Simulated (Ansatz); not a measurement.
# Sr on Pt(111): change of the work function, part 2 of 4

How does Sr on the fcc site change the work function of Pt(111) as the layer fills?

Ansatz 0.2.0; plane-wave DFT, LDA, Ansatz PAW (the session's first sound run).

So far, work function, upper face (eV): step 2 (the clean slab) 6.02.

## 3. The covered slab, k-mesh 4×4×1, coverage 0.111 ML

System of this step: Sr/Pt(111). The cell holds 37 atoms: 36 Pt and 1 Sr. Cell: a = 8.316 Å, b = 8.316 Å, c = 27.789 Å, α = 90.0°, β = 90.0°, γ = 60.0°. Vacuum lies along c.

The clean slab as it ended is repeated in the plane and the adsorbate is set on one face; the cell's size fixes the coverage, and the k-mesh shrinks with it to keep the sampling density about even. Adsorbate and upper layers relax, since the dipole depends on the height.

input.yaml

```yaml
crystal:
  lattice:
    - [8.3155757468, 1.0e-10, 0.0]
    - [4.1577878733, 7.2014998438, 0.0]
    - [0.0, 0.0, 27.788718791]
  atoms:
    - { symbol: Pt, position: [0.0, 0.0, 0.3238724343] }
    - { symbol: Pt, position: [0.1111111111, 0.1111111111, 0.4053160256] }
    - { symbol: Pt, position: [0.2222222222, 0.2222222222, 0.4846691231] }
    - { symbol: Pt, position: [0.0, 0.0, 0.5651065766] }
    - { symbol: Pt, position: [0.0, 0.3333333333, 0.3238724343] }
    - { symbol: Pt, position: [0.1111111111, 0.4444444444, 0.4053160256] }
    - { symbol: Pt, position: [0.2222222222, 0.5555555556, 0.4846691231] }
    - { symbol: Pt, position: [0.0, 0.3333333333, 0.5651065766] }
    - { symbol: Pt, position: [0.0, 0.6666666667, 0.3238724343] }
    - { symbol: Pt, position: [0.1111111111, 0.7777777778, 0.4053160256] }
    - { symbol: Pt, position: [0.2222222222, 0.8888888889, 0.4846691231] }
    - { symbol: Pt, position: [0.0, 0.6666666667, 0.5651065766] }
    - { symbol: Pt, position: [0.3333333333, 0.0, 0.3238724343] }
    - { symbol: Pt, position: [0.4444444444, 0.1111111111, 0.4053160256] }
    - { symbol: Pt, position: [0.5555555556, 0.2222222222, 0.4846691231] }
    - { symbol: Pt, position: [0.3333333333, 0.0, 0.5651065766] }
    - { symbol: Pt, position: [0.3333333333, 0.3333333333, 0.3238724343] }
    - { symbol: Pt, position: [0.4444444444, 0.4444444444, 0.4053160256] }
    - { symbol: Pt, position: [0.5555555556, 0.5555555556, 0.4846691231] }
    - { symbol: Pt, position: [0.3333333333, 0.3333333333, 0.5651065766] }
    - { symbol: Pt, position: [0.3333333333, 0.6666666667, 0.3238724343] }
    - { symbol: Pt, position: [0.4444444444, 0.7777777778, 0.4053160256] }
    - { symbol: Pt, position: [0.5555555556, 0.8888888889, 0.4846691231] }
    - { symbol: Pt, position: [0.3333333333, 0.6666666667, 0.5651065766] }
    - { symbol: Pt, position: [0.6666666667, 0.0, 0.3238724343] }
    - { symbol: Pt, position: [0.7777777778, 0.1111111111, 0.4053160256] }
    - { symbol: Pt, position: [0.8888888889, 0.2222222222, 0.4846691231] }
    - { symbol: Pt, position: [0.6666666667, 0.0, 0.5651065766] }
    - { symbol: Pt, position: [0.6666666667, 0.3333333333, 0.3238724343] }
    - { symbol: Pt, position: [0.7777777778, 0.4444444444, 0.4053160256] }
    - { symbol: Pt, position: [0.8888888889, 0.5555555556, 0.4846691231] }
    - { symbol: Pt, position: [0.6666666667, 0.3333333333, 0.5651065766] }
    - { symbol: Pt, position: [0.6666666667, 0.6666666667, 0.3238724343] }
    - { symbol: Pt, position: [0.7777777778, 0.7777777778, 0.4053160256] }
    - { symbol: Pt, position: [0.8888888889, 0.8888888889, 0.4846691231] }
    - { symbol: Pt, position: [0.6666666667, 0.6666666667, 0.5651065766] }
    - { symbol: Sr, position: [0.1111111111, 0.1111111111, 0.6761275657] }
kpoints:
  mp_grid: { grid: [4, 4, 1] }
hamiltonian:
  xc: lda
scf:
  occupations: { method: fermi_dirac, width: 0.1 }
  convergence: { dr2_threshold: 1.0e-08 }
efield:
  axis: 3
  dipole_correction: true
  ramp_position: 0.97
  ramp_width: 0.06
relax:
  f_tol: 0.02
  max_steps: 60
  constraints:
    - { sites: [0, 1, 4, 5, 8, 9, 12, 13, 16, 17, 20, 21, 24, 25, 28, 29, 32, 33] }
output:
  bader: true
  write_potential: true
  write_density: true
  volumetric_format: npy
```

Started as:

```
ansatz run input.yaml --threads 4 --pin off --max-ram 12288MiB --backend cpu --events-out ev --progress --plain --runs-dir out
```

Numbers of over 12 decimals in the logs are rounded to 6 here.

What it wrote:

```text
[...]
Crystal: 37 atoms, lattice volume = 1664.117 Å³
Basis set: ecut = 420 eV, 32493 PW (Γ)
Bands: 395, of which v1, the nominal top of the filled ones, is band 329 counted from 1 (328 counted from 0)
Symmetry: 6 space group operations
[...]
k-points: 4 of 16 (time reversal used)
[...]
SCF iter   1: F=—  HF=-444251.775951 eV  |F-HF|=—  |Δ(HF+E_count)|=         —  Δρ=9.49e-3  dr2=1.79e1  ethr=1.77e-3  p=1.012 e·Å  D=1.10e-1 V/Å  ΔV_dip=-3.06 eV  dr2_dipole=4.05e0  V_vac-E_F(+/−)=2.36/5.42 eV  ⟨swp⟩=7.8  Hψ=7016  notcnv=0  defer=45
[...]
SCF iter  13: F=-444251.465872 eV  HF=-444251.465872 eV  |F-HF|=6.98e-10  |Δ(HF+E_count)|=   4.19e-9  Δρ=2.82e-7  dr2=3.25e-9  ethr=1.52e-12  p=1.153 e·Å  D=1.25e-1 V/Å  ΔV_dip=-3.48 eV  dr2_dipole=1.30e-10  V_vac-E_F(+/−)=2.53/6.01 eV  ⟨swp⟩=9.8  Hψ=10731  notcnv=0
SCF 1 converged in 13 iterations: F = -444251.465872 eV  dr2 = 3.25e-9
[...]
relax step   1: F+E_penalty+E_count = -444251.46587216 eV  Δ(F+E_penalty+E_count) = +0.000e0 eV  max|allowed force component| = 2.528e0 eV/Å  Δτ_max = 0.0000 Å  (13 SCF iters, accepted)
[...]
SCF iter  12: F=-444252.046440 eV  HF=-444252.046440 eV  |F-HF|=1.46e-9  |Δ(HF+E_count)|=   1.63e-9  Δρ=2.23e-7  dr2=1.75e-9  ethr=1.52e-12  p=1.216 e·Å  D=1.32e-1 V/Å  ΔV_dip=-3.68 eV  dr2_dipole=4.27e-11  V_vac-E_F(+/−)=2.34/6.01 eV  ⟨swp⟩=9.8  Hψ=10377  notcnv=0
SCF 2 converged in 12 iterations: F = -444252.046440 eV  dr2 = 1.75e-9
[...]
relax step   2: F+E_penalty+E_count = -444252.04643981 eV  Δ(F+E_penalty+E_count) = -5.806e-1 eV  max|allowed force component| = 2.509e0 eV/Å  Δτ_max = 0.1979 Å  (12 SCF iters, accepted)
SCF iter   1: F=—  HF=-444252.575599 eV  |F-HF|=—  |Δ(HF+E_count)|=         —  Δρ=2.29e-3  dr2=3.56e-1  ethr=3.83e-4  p=1.216 e·Å  D=1.32e-1 V/Å  ΔV_dip=-3.68 eV  dr2_dipole=7.24e-2  V_vac-E_F(+/−)=2.35/6.02 eV  ⟨swp⟩=8.5  Hψ=5022  notcnv=0  defer=116
[...]
SCF iter  12: F=-444252.544241 eV  HF=-444252.544241 eV  |F-HF|=1.57e-9  |Δ(HF+E_count)|=   1.63e-9  Δρ=2.19e-7  dr2=2.04e-9  ethr=1.52e-12  p=1.245 e·Å  D=1.35e-1 V/Å  ΔV_dip=-3.76 eV  dr2_dipole=3.18e-11  V_vac-E_F(+/−)=2.25/6.01 eV  ⟨swp⟩=10.0  Hψ=10735  notcnv=0
SCF 3 converged in 12 iterations: F = -444252.544241 eV  dr2 = 2.04e-9
relax step   3: F+E_penalty+E_count = -444252.54424101 eV  Δ(F+E_penalty+E_count) = -4.978e-1 eV  max|allowed force component| = 2.007e0 eV/Å  Δτ_max = 0.1921 Å  (12 SCF iters, accepted)
[...]
relax step   4: F+E_penalty+E_count = -444252.84601776 eV  Δ(F+E_penalty+E_count) = -3.018e-1 eV  max|allowed force component| = 7.432e-1 eV/Å  Δτ_max = 0.1982 Å  (13 SCF iters, accepted)
[...]
relax step   5: F+E_penalty+E_count = -444252.90894037 eV  Δ(F+E_penalty+E_count) = -6.292e-2 eV  max|allowed force component| = 2.249e-1 eV/Å  Δτ_max = 0.1601 Å  (13 SCF iters, accepted)
[...]
relax step   6: F+E_penalty+E_count = -444252.92138540 eV  Δ(F+E_penalty+E_count) = -1.245e-2 eV  max|allowed force component| = 1.030e-1 eV/Å  Δτ_max = 0.0281 Å  (11 SCF iters, accepted)
SCF iter   1: F=—  HF=-444252.923733 eV  |F-HF|=—  |Δ(HF+E_count)|=         —  Δρ=1.94e-4  dr2=2.58e-3  ethr=1.54e-6  p=1.121 e·Å  D=1.22e-1 V/Å  ΔV_dip=-3.39 eV  dr2_dipole=6.31e-4  V_vac-E_F(+/−)=2.61/6.00 eV  ⟨swp⟩=3.0  Hψ=3454  notcnv=0  defer=123
[...]
SCF iter   9: F=-444252.922013 eV  HF=-444252.922013 eV  |F-HF|=8.73e-10  |Δ(HF+E_count)|=  6.98e-10  Δρ=2.75e-7  dr2=3.57e-9  ethr=1.52e-12  p=1.114 e·Å  D=1.21e-1 V/Å  ΔV_dip=-3.37 eV  dr2_dipole=1.13e-10  V_vac-E_F(+/−)=2.63/6.00 eV  ⟨swp⟩=10.0  Hψ=10920  notcnv=0
SCF 7 converged in 9 iterations: F = -444252.922013 eV  dr2 = 3.57e-9
relax step   7: F+E_penalty+E_count = -444252.92201346 eV  Δ(F+E_penalty+E_count) = -6.281e-4 eV  max|allowed force component| = 1.041e-2 eV/Å  Δτ_max = 0.0112 Å  (9 SCF iters, accepted)
NSCF: frozen V_eff on 4 k-points
[...]
SCF converged after 9 iterations
Free energy (F): -444252.922013 eV
[...]
Internal energy: -444251.026756 eV  (E = F + TS)
E sigma→0 (E₀):  -444251.974385 eV
Entropy (-TS):   -1.895258 eV (-51.223 meV/atom)
Fermi energy:    4.872555 eV
Dipole field:    D = 0.121141 V/Å  (p = 1.114074 e·Å, saw-weighted, corrected)
Work function:   Φ+ = 2.6336 eV   Φ− = 5.9999 eV
[...]
--- Forces (eV/Å), atoms counted from 1 ---
  atom   1  Pt     0.00987915     0.00570373     0.18218547
  atom   2  Pt    -0.00000000     0.00000000    -0.09084614
  atom   3  Pt    -0.00033329    -0.00019243    -0.00042338
  atom   4  Pt    -0.00530052    -0.00306026    -0.00233211
  atom   5  Pt     0.00000000    -0.01140746     0.18218547
  atom   6  Pt     0.02739183     0.01459540    -0.16322273
  atom   7  Pt    -0.00040036     0.00023115    -0.00068236
  atom   8  Pt    -0.00000000     0.00612051    -0.00233211
  atom   9  Pt    -0.00025150     0.00014520     0.18530320
  atom  10  Pt     0.00105593    -0.03101973    -0.16322273
  atom  11  Pt    -0.00000000     0.00038485    -0.00042338
  atom  12  Pt     0.00050042    -0.00028892     0.00234217
  atom  13  Pt    -0.00987915     0.00570373     0.18218547
  atom  14  Pt     0.02633591     0.01642432    -0.16322273
  atom  15  Pt     0.00000000    -0.00046229    -0.00068236
  atom  16  Pt     0.00530052    -0.00306026    -0.00233211
  atom  17  Pt    -0.00237642    -0.00137202     0.19584608
  atom  18  Pt    -0.00000000     0.00000000    -0.09635128
  atom  19  Pt     0.00040036     0.00023115    -0.00068236
  atom  20  Pt     0.00040998     0.00023670    -0.00131926
  atom  21  Pt    -0.00000000     0.00274405     0.19584608
  atom  22  Pt    -0.00105593    -0.03101973    -0.16322273
  atom  23  Pt     0.00055446    -0.00032012    -0.00115340
  atom  24  Pt     0.00000000    -0.00047341    -0.00131926
  atom  25  Pt     0.00000000    -0.00029040     0.18530320
  atom  26  Pt    -0.02633591     0.01642432    -0.16322273
  atom  27  Pt     0.00033329    -0.00019243    -0.00042338
  atom  28  Pt    -0.00000000     0.00057784     0.00234217
  atom  29  Pt     0.00237642    -0.00137202     0.19584608
  atom  30  Pt    -0.02739183     0.01459540    -0.16322273
  atom  31  Pt    -0.00000000     0.00064024    -0.00115340
  atom  32  Pt    -0.00040998     0.00023670    -0.00131926
  atom  33  Pt     0.00025150     0.00014520     0.18530320
  atom  34  Pt    -0.00000000     0.00000000    -0.52302718
  atom  35  Pt    -0.00055446    -0.00032012    -0.00115340
  atom  36  Pt    -0.00050042    -0.00028892     0.00234217
  atom  37  Sr     0.00000000     0.00000000     0.01041197
  max |Σ_I F_I| component: 1.50e-4 eV/Å
--- Band table (eV) ---
  k-point 0: bands = [... 325 lower, 4.4628, 4.4628, 4.4684, 4.4684, 4.4749, 4.5136, 4.5136, 4.5758, ... 62 higher]
  k-point 1: bands = [... 325 lower, 4.6718, 4.6772, 4.7691, 4.7774, 4.8601, 4.9260, 4.9366, 4.9432, ... 62 higher]
  k-point 2: bands = [... 325 lower, 4.8544, 4.8690, 4.8728, 4.8936, 4.9071, 4.9244, 5.1281, 5.1509, ... 62 higher]
  k-point 3: bands = [... 325 lower, 4.7397, 4.8838, 4.9318, 4.9425, 4.9512, 4.9600, 5.0027, 5.0237, ... 62 higher]
--- Relaxed structure (7 steps of the walk, 7 accepted, 0 SCFs on fresh bases) ---
  F+E_penalty+E_count = -444252.92201346 eV   max|allowed force component| = 1.041e-2 eV/Å
  atoms:
    - { symbol: Pt, position: [1.1111113280699723e-11, 1.1111113280699722e-11, 0.323872] }
    - { symbol: Pt, position: [0.111111, 0.111111, 0.405316] }
    - { symbol: Pt, position: [0.222243, 0.222243, 0.485145] }
    - { symbol: Pt, position: [-0.00235442, -0.00235442, 0.566007] }
    - { symbol: Pt, position: [1.1111139786024182e-11, 0.333333, 0.323872] }
    - { symbol: Pt, position: [0.111111, 0.444444, 0.405316] }
    - { symbol: Pt, position: [0.222690, 0.555322, 0.485293] }
    - { symbol: Pt, position: [-0.00235442, 0.338042, 0.566007] }
    - { symbol: Pt, position: [-2.2222224060897133e-11, 0.666667, 0.323872] }
    - { symbol: Pt, position: [0.111111, 0.777778, 0.405316] }
    - { symbol: Pt, position: [0.222243, 0.888847, 0.485145] }
    - { symbol: Pt, position: [-0.000429966, 0.666882, 0.565816] }
    - { symbol: Pt, position: [0.333333, 1.111111328069972e-11, 0.323872] }
    - { symbol: Pt, position: [0.444444, 0.111111, 0.405316] }
    - { symbol: Pt, position: [0.555322, 0.222690, 0.485293] }
    - { symbol: Pt, position: [0.338042, -0.00235442, 0.566007] }
    - { symbol: Pt, position: [0.333333, 0.333333, 0.323872] }
    - { symbol: Pt, position: [0.444444, 0.444444, 0.405316] }
    - { symbol: Pt, position: [0.555322, 0.555322, 0.485293] }
    - { symbol: Pt, position: [0.333453, 0.333453, 0.566513] }
    - { symbol: Pt, position: [0.333333, 0.666667, 0.323872] }
    - { symbol: Pt, position: [0.444444, 0.777778, 0.405316] }
    - { symbol: Pt, position: [0.556390, 0.888472, 0.484546] }
    - { symbol: Pt, position: [0.333453, 0.666427, 0.566513] }
    - { symbol: Pt, position: [0.666667, -2.2222204306928902e-11, 0.323872] }
    - { symbol: Pt, position: [0.777778, 0.111111, 0.405316] }
    - { symbol: Pt, position: [0.888847, 0.222243, 0.485145] }
    - { symbol: Pt, position: [0.666882, -0.000429966, 0.565816] }
    - { symbol: Pt, position: [0.666667, 0.333333, 0.323872] }
    - { symbol: Pt, position: [0.777778, 0.444444, 0.405316] }
    - { symbol: Pt, position: [0.888472, 0.556390, 0.484546] }
    - { symbol: Pt, position: [0.666427, 0.333453, 0.566513] }
    - { symbol: Pt, position: [0.666667, 0.666667, 0.323872] }
    - { symbol: Pt, position: [0.777778, 0.777778, 0.405316] }
    - { symbol: Pt, position: [0.888472, 0.888472, 0.484546] }
    - { symbol: Pt, position: [0.666882, 0.666882, 0.565816] }
    - { symbol: Sr, position: [0.111111, 0.111111, 0.649301] }
--- Bader charges: 37 sites ---
  site symbol  charge [e]  shift [e]
     0     Pt     -0.0482     0.0000
     1     Pt      0.0480     0.0000
     2     Pt      0.0307     0.0000
     3     Pt     -0.3073     0.0000
     4     Pt     -0.0482     0.0000
     5     Pt      0.0468     0.0000
     6     Pt      0.0437     0.0000
     7     Pt     -0.3073     0.0000
     8     Pt     -0.0473     0.0000
     9     Pt      0.0468     0.0000
    10     Pt      0.0307     0.0000
    11     Pt     -0.0996     0.0000
    12     Pt     -0.0482     0.0000
    13     Pt      0.0468     0.0000
    14     Pt      0.0437     0.0000
    15     Pt     -0.3073     0.0000
    16     Pt     -0.0494     0.0000
    17     Pt      0.0472     0.0000
    18     Pt      0.0437     0.0000
    19     Pt     -0.1340     0.0000
    20     Pt     -0.0494     0.0000
    21     Pt      0.0468     0.0000
    22     Pt      0.0361     0.0000
    23     Pt     -0.1340     0.0000
    24     Pt     -0.0473     0.0000
    25     Pt      0.0468     0.0000
    26     Pt      0.0307     0.0000
    27     Pt     -0.0996     0.0000
    28     Pt     -0.0494     0.0000
    29     Pt      0.0468     0.0000
    30     Pt      0.0362     0.0000
    31     Pt     -0.1340     0.0000
    32     Pt     -0.0473     0.0000
    33     Pt      0.0501     0.0000
    34     Pt      0.0361     0.0000
    35     Pt     -0.0996     0.0000
    36     Sr      1.2996     0.0001
  estimated error of the sums over rays = 5.2e-4 e
```

The job ended after 22 min (4 threads of Arm Neoverse V1, shared host; peak memory 8.6 GiB).

The steps of the relaxation:

```csv
step,energy less that of the first step (eV),largest force component (eV/Å)
1,0.0000,2.5276
2,-0.5806,2.5088
3,-1.0784,2.0067
4,-1.3801,0.7432
5,-1.4431,0.2249
6,-1.4555,0.1030
7,-1.4561,0.0104
```

The run keeps the 6 symmetry operations that it works with, so distortions that break them were not tested.

The atoms that moved most (Å):

```csv
atom,dx,dy,dz,length
Sr37,0.000,0.000,-0.745,0.745
Pt16,0.029,-0.017,0.025,0.042
Pt4,-0.029,-0.017,0.025,0.042
Pt8,0.000,0.034,0.025,0.042
Pt20,0.001,0.001,0.039,0.039
Pt24,0.000,-0.002,0.039,0.039
Pt32,-0.001,0.001,0.039,0.039
Pt36,0.003,0.002,0.020,0.020
```

The relaxed structure:

```xyz
37
Lattice="8.3156 0.0000 0.0000 4.1578 7.2015 0.0000 0.0000 0.0000 27.7887" Properties=species:S:1:pos:R:3
Pt    0.0000    0.0000    9.0000
Pt    1.3859    0.8002   11.2632
Pt    2.7721    1.6005   13.4816
Pt   -0.0294   -0.0170   15.7286
Pt    1.3859    2.4005    9.0000
Pt    2.7719    3.2007   11.2632
Pt    4.1607    3.9992   13.4857
Pt    1.3859    2.4344   15.7286
Pt    2.7719    4.8010    9.0000
Pt    4.1578    5.6012   11.2632
Pt    5.5437    6.4010   13.4816
Pt    2.7692    4.8025   15.7233
Pt    2.7719    0.0000    9.0000
Pt    4.1578    0.8002   11.2632
Pt    5.5437    1.6037   13.4857
Pt    2.8012   -0.0170   15.7286
Pt    4.1578    2.4005    9.0000
Pt    5.5437    3.2007   11.2632
Pt    6.9267    3.9992   13.4857
Pt    4.1593    2.4014   15.7427
Pt    5.5437    4.8010    9.0000
Pt    6.9296    5.6012   11.2632
Pt    8.3208    6.3983   13.4649
Pt    5.5437    4.7993   15.7427
Pt    5.5437    0.0000    9.0000
Pt    6.9296    0.8002   11.2632
Pt    8.3153    1.6005   13.4816
Pt    5.5437   -0.0031   15.7233
Pt    6.9296    2.4005    9.0000
Pt    8.3156    3.2007   11.2632
Pt    9.7015    4.0068   13.4649
Pt    6.9282    2.4014   15.7427
Pt    8.3156    4.8010    9.0000
Pt    9.7015    5.6012   11.2632
Pt   11.0822    6.3983   13.4649
Pt    8.3183    4.8025   15.7233
Sr    1.3859    0.8002   18.0433
```

This step gave:

* energy at zero smearing: -444251.9744 eV
* work function, upper face: 2.634 eV
* work function, lower face: 6.000 eV
* dipole along the normal: 1.114 e·Å
* step between the vacuum levels: -3.366 eV

Running mean over 2.263 Å of the planar mean; the ramp of the sawtooth is left out. The electron's electrostatic potential energy less the Fermi level by z:

z (Å), electron's electrostatic potential energy less the Fermi level (eV) and a bar from the least value:
```
      3.5        6.0 ##############################
      4.0        6.0 ##############################
      4.5        6.0 ##############################
      5.0        6.0 ##############################
      5.5        6.0 ##############################
      6.0        5.9 ##############################
      6.5        5.8 ##############################
      7.0        4.9 ############################
      7.5        1.5 #######################
      8.0       -4.7 #############
      8.5       -9.8 #####
      9.0      -11.4 ##
      9.5      -11.7 ##
     10.0      -11.9 #
     10.5      -11.9 #
     11.0      -12.0 #
     11.5      -12.2 #
     12.0      -12.6 
     12.5      -12.7 
     13.0      -12.4 
     13.5      -12.1 #
     14.0      -12.1 #
     14.5      -12.1 #
     15.0      -12.0 #
     15.5      -11.7 ##
     16.0      -11.1 ###
     16.5       -8.3 #######
     17.0       -3.2 ###############
     17.5        0.6 #####################
     18.0        1.5 #######################
     18.5        1.4 #######################
     19.0        1.6 #######################
     19.5        2.2 ########################
     20.0        2.5 ########################
     20.5        2.6 #########################
     21.0        2.6 #########################
     21.5        2.6 #########################
     22.0        2.6 #########################
     22.5        2.6 #########################
     23.0        2.6 #########################
     23.5        2.6 #########################
     24.0        2.6 #########################
     24.5        2.6 #########################
```

The relaxation took 7 steps and lowered the energy by 1.5 eV; the largest force on the free atoms ends at 0.010 eV/Å.

The covered face has 2.63 eV, -3.38 eV against the clean one; the bare back face has moved by -0.03 eV, a measure of how thin the slab is.

(Continued in part 3 of 4.)

[Logs are printed without paths, hosts, clocks, repeated set-up lines and the standing remarks that a program may print on its own settings, such as how far it seeks lower states.]

[Hosts, paths, dates, database ids (printed as entryN), source tags and the programs' standing remarks are cut or masked in the printed files.]

[Maps of the electrostatic potential energy from Ansatz leave out the sawtooth potential of an applied field or a dipole correction, so their vacuum need not be flat; planar profiles and work functions include it.]
